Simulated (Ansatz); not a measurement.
# Screened interactions in SrNbO3 (Pm-3m)

How strongly is the local Coulomb interaction screened in SrNbO3 (Pm-3m)?

Main program and level: Ansatz 0.2.0; non-magnetic LDA, then constrained RPA, plane waves, PAW.

Most raw output is cut from this account.

## Step 1: The starting structure

The structure is cubic, space group Pm-3m (No. 221). The conventional cell has a = 3.997 Å, b = 3.997 Å, c = 3.997 Å, α = 90.00°, β = 90.00°, γ = 90.00°. Nearest to Sr lie 12 O at 2.83 Å. Nearest to Nb lie 6 O at 2.00 Å. Nearest to O lie 2 Nb at 2.00 Å and 4 Sr at 2.83 Å. Farther neighbours and most contacts between anions are not listed.

As a file:

```cif
data_structure
_symmetry_space_group_name_H-M 'P 1'
_symmetry_Int_Tables_number 1
_cell_length_a 3.9970
_cell_length_b 3.9970
_cell_length_c 3.9970
_cell_angle_alpha 90.000
_cell_angle_beta 90.000
_cell_angle_gamma 90.000
_cell_volume 63.86
loop_
_atom_site_label
_atom_site_type_symbol
_atom_site_fract_x
_atom_site_fract_y
_atom_site_fract_z
_atom_site_occupancy
Sr1 Sr 0.00000 0.00000 0.00000 1
Nb2 Nb 0.50000 0.50000 0.50000 1
O3 O 0.50000 0.50000 0.00000 1
O4 O 0.50000 0.00000 0.50000 1
O5 O 0.00000 0.50000 0.50000 1
```

 The program's search for lower electronic states was switched off, so nothing shows that the state found is the lowest. The default PAW set here is soft_2. Its files were made with PBE.

## Step 2: LDA bands and orbital weights

This step: DFT, LDA, plane waves, PAW.

input.yaml reads:

```yaml
crystal:
  lattice:
    - [0.0, -3.997, 0.0]
    - [0.0, 0.0, 3.997]
    - [-3.997, 0.0, 0.0]
  atoms:
    - { symbol: Sr, position: [0.0, 0.0, 0.0] }
    - { symbol: Nb, position: [0.5, 0.5, 0.5] }
    - { symbol: O, position: [0.5, 0.5, 0.0] }
    - { symbol: O, position: [0.5, 0.0, 0.5] }
    - { symbol: O, position: [0.0, 0.5, 0.5] }
kpoints:
  mp_grid: { grid: [8, 8, 8] }
  band_path:
    path:
      - [[0.0, 0.0, 0.0], [0.0, 0.5, 0.0], [0.5, 0.5, 0.0], [0.0, 0.0, 0.0], [0.5, 0.5, 0.5], [0.0, 0.5, 0.0]]
      - [[0.5, 0.5, 0.5], [0.5, 0.5, 0.0]]
    npoints: 10
hamiltonian:
  xc: lda
scf:
  occupations: { method: gaussian, width: 0.08 }
  n_extra_bands: 19
  max_iter: 150
  lower_state_search: "off"
output:
  eigenvalues: true
  fatbands: true
  write_density: true
  write_potential: true
  elf: true
  volumetric_format: npy
```

Launch:

```console
$ ansatz run input.yaml --threads 16 --pin off --max-ram 36864MiB --backend cpu --events-out ev --progress --plain --runs-dir out
```

Elapsed: 1.1 s, on 16 threads of Intel Xeon 6975P-C (Granite Rapids), shared host; peak memory 0.55 GiB.

The electronic bands at the labelled points (eV, zero at the Fermi level):

| point | band 17 | band 18 | band 19 | band 20 | band 21 | band 22 | band 23 | band 24 |
| --- | --- | --- | --- | --- | --- | --- | --- | --- |
| Γ | -5.04 | -4.28 | -4.28 | -4.28 | -1.46 | -1.46 | -1.46 | 1.36 |
| halfway | -5.65 | -5.44 | -4.42 | -4.42 | -1.31 | -0.05 | -0.05 | 2.17 |
| X | -6.12 | -5.78 | -4.49 | -4.49 | -1.15 | 1.32 | 1.32 | 3.04 |
| halfway | -5.71 | -5.38 | -4.81 | -4.50 | 0.15 | 1.34 | 1.57 | 3.63 |
| M | -5.42 | -5.42 | -4.94 | -3.97 | 1.37 | 1.37 | 2.22 | 3.30 |
| halfway | -5.61 | -5.28 | -4.70 | -4.62 | -0.05 | 0.13 | 0.53 | 2.99 |
| Γ | -5.04 | -4.28 | -4.28 | -4.28 | -1.46 | -1.46 | -1.46 | 1.36 |
| halfway | -6.40 | -4.82 | -4.82 | -4.50 | 0.69 | 0.69 | 0.73 | 3.31 |
| R | -7.75 | -3.89 | -3.89 | -3.89 | 2.65 | 2.65 | 2.65 | 2.76 |
| halfway | -6.48 | -4.83 | -4.65 | -4.40 | 0.87 | 1.64 | 1.75 | 3.88 |
| X | -6.12 | -5.78 | -4.49 | -4.49 | -1.15 | 1.32 | 1.32 | 3.04 |
| jump to R | -7.75 | -3.89 | -3.89 | -3.89 | 2.65 | 2.65 | 2.65 | 2.76 |
| halfway | -6.76 | -4.53 | -4.53 | -3.93 | 1.80 | 1.80 | 2.45 | 3.09 |
| M | -5.42 | -5.42 | -4.94 | -3.97 | 1.37 | 1.37 | 2.22 | 3.30 |

Of the projections kept (Nb 4d, O 2p), the largest for each band there; the rest of the weight can lie on other orbitals:

| point | band 17 | band 18 | band 19 | band 20 | band 21 | band 22 | band 23 | band 24 |
| --- | --- | --- | --- | --- | --- | --- | --- | --- |
| Γ | O 2p 0.98 | O 2p 0.97 | O 2p 0.97 | O 2p 0.97 | Nb 4d 0.96 | Nb 4d 0.96 | Nb 4d 0.96 | Nb 4d 0.06 |
| X | O 2p 0.93 | O 2p 0.92 | O 2p 0.96 | O 2p 0.96 | Nb 4d 1.00 | Nb 4d 0.71 | Nb 4d 0.71 | Nb 4d 0.74 |
| M | O 2p 0.95 | O 2p 0.95 | O 2p 0.94 | O 2p 0.99 | Nb 4d 0.71 | Nb 4d 0.71 | Nb 4d 0.50 | Nb 4d 0.23 |
| Γ | O 2p 0.98 | O 2p 0.97 | O 2p 0.97 | O 2p 0.97 | Nb 4d 0.96 | Nb 4d 0.96 | Nb 4d 0.96 | Nb 4d 0.06 |
| R | O 2p 0.63 | O 2p 0.99 | O 2p 0.99 | O 2p 0.99 | Nb 4d 0.60 | Nb 4d 0.60 | Nb 4d 0.60 | - |
| X | O 2p 0.93 | O 2p 0.92 | O 2p 0.96 | O 2p 0.96 | Nb 4d 1.00 | Nb 4d 0.71 | Nb 4d 0.71 | Nb 4d 0.74 |

ELF in the ac plane at fractional y = 0.500, with atoms of Nb and O within 0.2 Å of it. It is the smooth field of the valence electrons, not physical close to the nuclei.

Values, 14 rows by 14 columns, each cell a mean:
```
0.02 0.03 0.11 0.39 0.70 0.80 0.68 0.56 0.73 0.79 0.63 0.29 0.06 0.03
0.07 0.06 0.08 0.23 0.54 0.76 0.80 0.79 0.80 0.71 0.45 0.17 0.06 0.06
0.34 0.26 0.13 0.12 0.23 0.38 0.46 0.48 0.44 0.33 0.19 0.11 0.17 0.29
0.68 0.60 0.36 0.14 0.12 0.21 0.29 0.32 0.28 0.18 0.11 0.19 0.45 0.63
0.80 0.79 0.61 0.24 0.23 0.54 0.67 0.68 0.66 0.44 0.18 0.33 0.71 0.79
0.63 0.76 0.73 0.32 0.38 0.74 0.67 0.55 0.71 0.66 0.28 0.44 0.80 0.73
0.33 0.64 0.75 0.35 0.43 0.72 0.45 0.18 0.55 0.68 0.32 0.48 0.79 0.56
0.54 0.73 0.74 0.33 0.40 0.74 0.61 0.45 0.67 0.67 0.29 0.46 0.80 0.68
0.78 0.80 0.67 0.27 0.28 0.65 0.74 0.72 0.74 0.54 0.21 0.38 0.76 0.80
0.73 0.68 0.44 0.17 0.14 0.28 0.40 0.43 0.38 0.23 0.12 0.23 0.54 0.70
0.45 0.35 0.18 0.11 0.17 0.27 0.33 0.35 0.32 0.24 0.14 0.12 0.23 0.39
0.13 0.10 0.08 0.18 0.44 0.67 0.74 0.75 0.73 0.61 0.36 0.13 0.08 0.11
0.03 0.03 0.10 0.35 0.68 0.80 0.73 0.64 0.76 0.79 0.60 0.26 0.06 0.03
0.02 0.03 0.13 0.45 0.73 0.78 0.54 0.33 0.63 0.80 0.68 0.34 0.07 0.02
```
Columns run along a (4.0 Å), rows up along c (4.0 Å). Atoms in or near the plane, at fractional coordinates: Nb at (0.50, 0.50), O at (0.50, 0.00), O at (0.00, 0.50).

Valence density in the ac plane at fractional y = 0.500, with atoms of Nb and O within 0.2 Å of it. It is the smooth field of the valence electrons, not physical close to the nuclei.

Ten even steps from '_' (0.0 e/Å³) to '@' (7.2 e/Å³), each cell a mean:
```
__________--**%%++::________
__________..--==::..________
____________......__________
____________......__________
::..______::--==--..____..::
##++..__..==******--....::++
@@##::..::++******==....==%%
%%++::....==******--....--**
--::..__..::==++==::____..--
__________....::..__________
____________....____________
__________..::::..__________
__________::++##++..________
__________--%%@@##::________
```
Columns run along a (4.0 Å), rows up along c (4.0 Å). Atoms in or near the plane, at fractional coordinates: Nb at (0.50, 0.50), O at (0.50, 0.00), O at (0.00, 0.50).

## Step 3: Constrained RPA: Nb t2g, bands v1 to c2, 4×4×4 mesh, medium accuracy

Constrained RPA screens the interaction with every transition except those inside the target bands, which a later many-body model would treat itself.

This step: constrained RPA on LDA, plane waves, PAW.

input.yaml, the sections that differ from step 2:

```yaml
kpoints:
  mp_grid: { grid: [8, 8, 8] }
output:
  crpa:
    kmesh: [4, 4, 4]
    target_bands: [v1, c2]
    projections: [{ species: Nb, l: d, shell: 4, orbitals: [dxz, dyz, dxy] }]
  local_orbitals:
    kmesh: [8, 8, 8]
    orbitals: [{ species: Nb, l: d, shell: 4, orbitals: [dxz, dyz, dxy] }]
    window: { bands: [v1, c2] }
    seedname: lo
# crystal, hamiltonian, scf: as in step 2
```

Elapsed: 8.3 s, on 16 threads; peak memory 0.82 GiB.

Numbers from this step:

| Quantity | Value |
| --- | --- |
| U | 2.945 eV |
| U prime (inter-orbital) | 2.401 eV |
| J | 0.2742 eV |
| bare V | 10.73 eV |
| bare J | 0.3792 eV |
| stated bound on U | 0.003611 eV |
| U over bare V | 0.2745 |
| electrons in the window | 1.000 |
| head of the constrained inverse dielectric matrix | 0.2132 |
| least eigenvalue of the projection's overlap | 0.4970 |
| target functions | 3 |
| bands in the sums | 46 |
| r.m.s. miss of the model bands | 0.01274 eV |
| width of the target bands | 4.114 eV |
| weight of the projected orbitals in the window | 0.7075 |

On the Nb t2g shell, screening brings the on-site interaction from 10.7 eV down to U = 2.95 eV.

Kanamori averages over each shell's functions. Crpa shells, by row:

| site | element | shell | orbitals | U (eV) | U' (eV) | J (eV) | bare V (eV) | bare V' (eV) | bare J (eV) | bound on U (eV) |
| --- | --- | --- | --- | --- | --- | --- | --- | --- | --- | --- |
| 2 | Nb | 4D | 3 | 2.945 | 2.401 | 0.2742 | 10.73 | 9.933 | 0.3792 | 0.003611 |

Density-density elements U_iijj, eV. U matrix, by row:

| orbital | Nb2 dxz | Nb2 dyz | Nb2 dxy |
| --- | --- | --- | --- |
| Nb2 dxz | 2.945 | 2.401 | 2.401 |
| Nb2 dyz | 2.401 | 2.945 | 2.401 |
| Nb2 dxy | 2.401 | 2.401 | 2.945 |

Exchange elements U_ijji, eV. J matrix, by row:

| orbital | Nb2 dxz | Nb2 dyz | Nb2 dxy |
| --- | --- | --- | --- |
| Nb2 dxz | - | 0.274 | 0.274 |
| Nb2 dyz | 0.274 | - | 0.274 |
| Nb2 dxy | 0.274 | 0.274 | - |

Projected local orbitals of the target window. The electronic bands at the labelled points (eV, zero at the Fermi level; # counts the bands kept):

| point | #1 | #2 | #3 |
| --- | --- | --- | --- |
| Γ | -1.46 | -1.46 | -1.46 |
| halfway | -1.31 | -0.05 | -0.05 |
| X | -1.15 | 1.32 | 1.32 |
| halfway | 0.15 | 1.34 | 1.57 |
| M | 1.37 | 1.37 | 2.22 |
| halfway | -0.05 | 0.13 | 0.53 |
| Γ | -1.46 | -1.46 | -1.46 |
| halfway | 0.69 | 0.69 | 0.73 |
| R | 2.65 | 2.65 | 2.65 |
| halfway | 0.87 | 1.64 | 1.75 |
| X | -1.15 | 1.32 | 1.32 |
| jump to R | 2.65 | 2.65 | 2.65 |
| halfway | 1.80 | 1.80 | 2.45 |
| M | 1.37 | 1.37 | 2.22 |

The same for Kohn-Sham, solved directly:

| point | #1 | #2 | #3 |
| --- | --- | --- | --- |
| Γ | -1.46 | -1.46 | -1.46 |
| X | -1.15 | 1.32 | 1.32 |
| M | 1.37 | 1.37 | 2.22 |
| Γ | -1.46 | -1.46 | -1.46 |
| R | 2.65 | 2.65 | 2.65 |
| X | -1.15 | 1.32 | 1.32 |
| R | 2.65 | 2.65 | 2.65 |
| M | 1.37 | 1.37 | 2.22 |

Onsite levels, by row:

| orbital | level less Fermi level (eV) |
| --- | --- |
| Nb2 dxz | 0.8418 |
| Nb2 dyz | 0.8418 |
| Nb2 dxy | 0.8418 |

Largest distinct elements between sites. Hoppings, by row:

| from | to | cell | distance (Å) | t (eV) |
| --- | --- | --- | --- | --- |
| Nb2 dxz | Nb2 dxz | 0 0 -1 | 3.997 | -0.4329 |
| Nb2 dyz | Nb2 dyz | 1 -1 0 | 5.653 | -0.0994 |
| Nb2 dxz | Nb2 dxz | -1 0 0 | 3.997 | -0.0592 |
| Nb2 dxy | Nb2 dxy | 2 0 0 | 7.994 | 0.0321 |
| Nb2 dxy | Nb2 dxy | 2 0 1 | 8.938 | -0.0131 |
| Nb2 dxz | Nb2 dxz | -1 1 1 | 6.923 | -0.0072 |
| Nb2 dxz | Nb2 dyz | -1 0 -1 | 5.653 | 0.0069 |
| Nb2 dxy | Nb2 dxy | 3 0 0 | 11.99 | -0.0057 |
| Nb2 dxy | Nb2 dxz | -1 1 -2 | 9.791 | 0.0055 |
| Nb2 dyz | Nb2 dyz | 2 -2 0 | 11.3 | -0.0048 |
| Nb2 dxy | Nb2 dxy | 0 1 2 | 8.938 | 0.0048 |
| Nb2 dxz | Nb2 dyz | 1 -1 -1 | 6.923 | -0.0028 |

## Step 4: Constrained RPA: Nb t2g + anion p, bands v10 to c2, 4×4×4 mesh, medium accuracy

input.yaml, the sections that differ from step 3:

```yaml
output:
  crpa:
    kmesh: [4, 4, 4]
    target_bands: [v10, c2]
    projections:
      - { species: Nb, l: d, shell: 4, orbitals: [dxz, dyz, dxy] }
      - { species: O, l: p, shell: 2 }
  local_orbitals:
    kmesh: [8, 8, 8]
    orbitals:
      - { species: Nb, l: d, shell: 4, orbitals: [dxz, dyz, dxy] }
      - { species: O, l: p, shell: 2 }
    window: { bands: [v10, c2] }
    seedname: lo
# crystal, kpoints, hamiltonian, scf: as in step 3
```

Wall time 30 s (16 threads); peak memory 1.1 GiB.

This step gave:

- U: 4.770 eV
- U prime (inter-orbital): 4.006 eV
- J: 0.4054 eV
- bare V: 12.82 eV
- bare J: 0.5440 eV
- stated bound on U: 0.007127 eV
- U over bare V: 0.3721
- electrons in the window: 19.00
- head of the constrained inverse dielectric matrix: 0.2777
- least eigenvalue of the projection's overlap: 0.6117
- target functions: 12
- bands in the sums: 46
- r.m.s. miss of the model bands: 0.006202 eV
- width of the target bands: 11.23 eV
- weight of the projected orbitals in the window: 0.9338

On the Nb t2g shell, screening brings the on-site interaction from 12.8 eV down to U = 4.77 eV.

Kanamori averages over each shell's functions. Crpa shells, by row:

| site | element | shell | orbitals | U (eV) | U' (eV) | J (eV) | bare V (eV) | bare V' (eV) | bare J (eV) | bound on U (eV) |
| --- | --- | --- | --- | --- | --- | --- | --- | --- | --- | --- |
| 2 | Nb | 4D | 3 | 4.77 | 4.006 | 0.4054 | 12.82 | 11.81 | 0.544 | 0.007127 |
| 3 | O | 2P | 3 | 6.315 | 4.962 | 0.6326 | 18 | 16.23 | 0.8258 | 0.01167 |
| 4 | O | 2P | 3 | 6.315 | 4.962 | 0.6326 | 18 | 16.23 | 0.8258 | 0.01167 |
| 5 | O | 2P | 3 | 6.315 | 4.962 | 0.6326 | 18 | 16.23 | 0.8258 | 0.01167 |

Projected local orbitals of the target window. Electronic bands along the path, in eV, zero at the Fermi level; # counts the bands kept:

| point | #6 | #7 | #8 | #9 | #10 | #11 | #12 |
| --- | --- | --- | --- | --- | --- | --- | --- |
| Γ | -5.04 | -4.28 | -4.28 | -4.28 | -1.46 | -1.46 | -1.46 |
| halfway | -5.65 | -5.44 | -4.42 | -4.42 | -1.31 | -0.05 | -0.05 |
| X | -6.12 | -5.78 | -4.49 | -4.49 | -1.15 | 1.32 | 1.32 |
| halfway | -5.71 | -5.38 | -4.81 | -4.50 | 0.15 | 1.34 | 1.57 |
| M | -5.42 | -5.42 | -4.94 | -3.97 | 1.37 | 1.37 | 2.22 |
| halfway | -5.61 | -5.28 | -4.70 | -4.62 | -0.05 | 0.13 | 0.53 |
| Γ | -5.04 | -4.28 | -4.28 | -4.28 | -1.46 | -1.46 | -1.46 |
| halfway | -6.40 | -4.82 | -4.82 | -4.50 | 0.69 | 0.69 | 0.73 |
| R | -7.75 | -3.89 | -3.89 | -3.89 | 2.65 | 2.65 | 2.65 |
| halfway | -6.48 | -4.83 | -4.65 | -4.40 | 0.87 | 1.64 | 1.75 |
| X | -6.12 | -5.78 | -4.49 | -4.49 | -1.15 | 1.32 | 1.32 |
| jump to R | -7.75 | -3.89 | -3.89 | -3.89 | 2.65 | 2.65 | 2.65 |
| halfway | -6.76 | -4.53 | -4.53 | -3.93 | 1.80 | 1.80 | 2.45 |
| M | -5.42 | -5.42 | -4.94 | -3.97 | 1.37 | 1.37 | 2.22 |

The same for Kohn-Sham, solved directly:

| point | #6 | #7 | #8 | #9 | #10 | #11 | #12 |
| --- | --- | --- | --- | --- | --- | --- | --- |
| Γ | -5.04 | -4.28 | -4.28 | -4.28 | -1.46 | -1.46 | -1.46 |
| X | -6.12 | -5.78 | -4.49 | -4.49 | -1.15 | 1.32 | 1.32 |
| M | -5.42 | -5.42 | -4.94 | -3.97 | 1.37 | 1.37 | 2.22 |
| Γ | -5.04 | -4.28 | -4.28 | -4.28 | -1.46 | -1.46 | -1.46 |
| R | -7.75 | -3.89 | -3.89 | -3.89 | 2.65 | 2.65 | 2.65 |
| X | -6.12 | -5.78 | -4.49 | -4.49 | -1.15 | 1.32 | 1.32 |
| R | -7.75 | -3.89 | -3.89 | -3.89 | 2.65 | 2.65 | 2.65 |
| M | -5.42 | -5.42 | -4.94 | -3.97 | 1.37 | 1.37 | 2.22 |

Onsite levels, by row:

| orbital | level less Fermi level (eV) |
| --- | --- |
| Nb2 dxz | -1.067 |
| Nb2 dyz | -1.067 |
| Nb2 dxy | -1.067 |
| O3 pz | -5.007 |
| O3 px | -6.742 |
| O3 py | -5.007 |
| O4 pz | -6.742 |
| O4 px | -5.007 |
| O4 py | -5.007 |
| O5 pz | -5.007 |
| O5 px | -5.007 |
| O5 py | -6.742 |

Largest distinct elements between sites. Hoppings, by row:

| from | to | cell | distance (Å) | t (eV) |
| --- | --- | --- | --- | --- |
| O3 py | Nb2 dxy | 0 0 0 | 1.998 | -1.703 |
| O5 py | O5 py | 1 0 0 | 3.997 | 0.8622 |
| O5 pz | O5 pz | 1 0 0 | 3.997 | -0.3097 |
| O4 pz | O5 pz | 0 -1 0 | 2.826 | 0.1576 |
| O3 pz | O4 px | 0 0 0 | 2.826 | 0.1285 |
| O4 px | O5 px | 0 0 0 | 2.826 | -0.0685 |
| O5 pz | O5 pz | 0 -1 -1 | 5.653 | 0.059 |
| O5 py | O4 pz | 0 1 0 | 2.826 | 0.0539 |
| Nb2 dyz | O4 py | 0 -1 0 | 5.996 | -0.0498 |
| O4 py | O4 py | 1 0 0 | 3.997 | 0.0478 |
| O3 py | O3 pz | 1 -1 0 | 5.653 | 0.0463 |
| Nb2 dxy | Nb2 dxy | 1 0 0 | 3.997 | -0.0417 |

## Step 5: The windows together

Times are wall times on 16 threads of Intel Xeon 6975P-C (Granite Rapids), shared host, good to a factor of about two.

| target | bands | functions | width (eV) | bare V (eV) | U (eV) | U′ (eV) | J (eV) | U/V | time |
| --- | --- | --- | --- | --- | --- | --- | --- | --- | --- |
| Nb t2g | v1–c2 | 3 | 4.11 | 10.73 | 2.95 | 2.40 | 0.27 | 0.27 | 8.3 s |
| Nb t2g + anion p | v10–c2 | 12 | 11.23 | 12.82 | 4.77 | 4.01 | 0.41 | 0.37 | 30 s |

## Step 6: Beside a published calculation

Published values for Nb t2g (constrained RPA on LDA, LAPW basis, projected t2g orbitals; Vaugier, Jiang, Biermann, Phys. Rev. B 86, 165105 (2012), Table III, arXiv:1206.3533):

| quantity | here (eV) | published (eV) | difference (%) |
| --- | --- | --- | --- |
| U | 2.95 | 3 | −2 |
| J | 0.27 | 0.29 | −5 |
| bare V | 10.73 | 10.7 | +0 |

## Step 7: Results

```json
{"Nb t2g": "U 2.95 eV, U′ 2.40 eV, J 0.27 eV, bare V 10.7 eV", "Nb t2g + anion p": "U 4.77 eV, U′ 4.01 eV, J 0.41 eV, bare V 12.8 eV", "method": "constrained RPA on non-magnetic LDA, 4×4×4 mesh, static; search for lower states off"}
```

What this shows: For Nb t2g, screening cuts the on-site interaction from 10.73 eV to 2.95 eV (27 %), while J goes only from 0.38 eV to 0.27 eV: the monopole is screened far more than the multipoles. U − 2J differs from U′ by −0.005 eV, so the Kanamori relation holds well. U is 0.72 times the width of the target bands. With the window Nb t2g + anion p U becomes 4.77 eV and the bare V 12.82 eV, so U/V goes from 0.27 to 0.37. The published U of 3 eV, itself a calculation in another basis and with its own orbitals, lies +0.05 eV from this one. The parent state is non-magnetic and the interaction static (zero frequency); U depends on the window and the orbitals, so it belongs to this model alone. The bands cross the Fermi level under this constraint, which need not be the crystal's state: magnetic order, correlation or a lattice distortion may open a gap. A window that holds the anion p bands defines a model with explicit ligands; its U belongs to that model and is not the U of DFT+U.

[Paths, hosts, dates, memory and timing lines, banners, echoed tables and standing remarks are left out of the program output.]

[Logs are printed without paths, hosts, clocks, repeated set-up lines and the standing remarks that a program may print on its own settings, such as how far it seeks lower states.]

[Runs of the session that timed out or met a known fault of the program may be left out.]

[Hosts, paths, dates, database ids (printed as entryN), source tags and the programs' standing remarks are cut or masked in the printed files.]
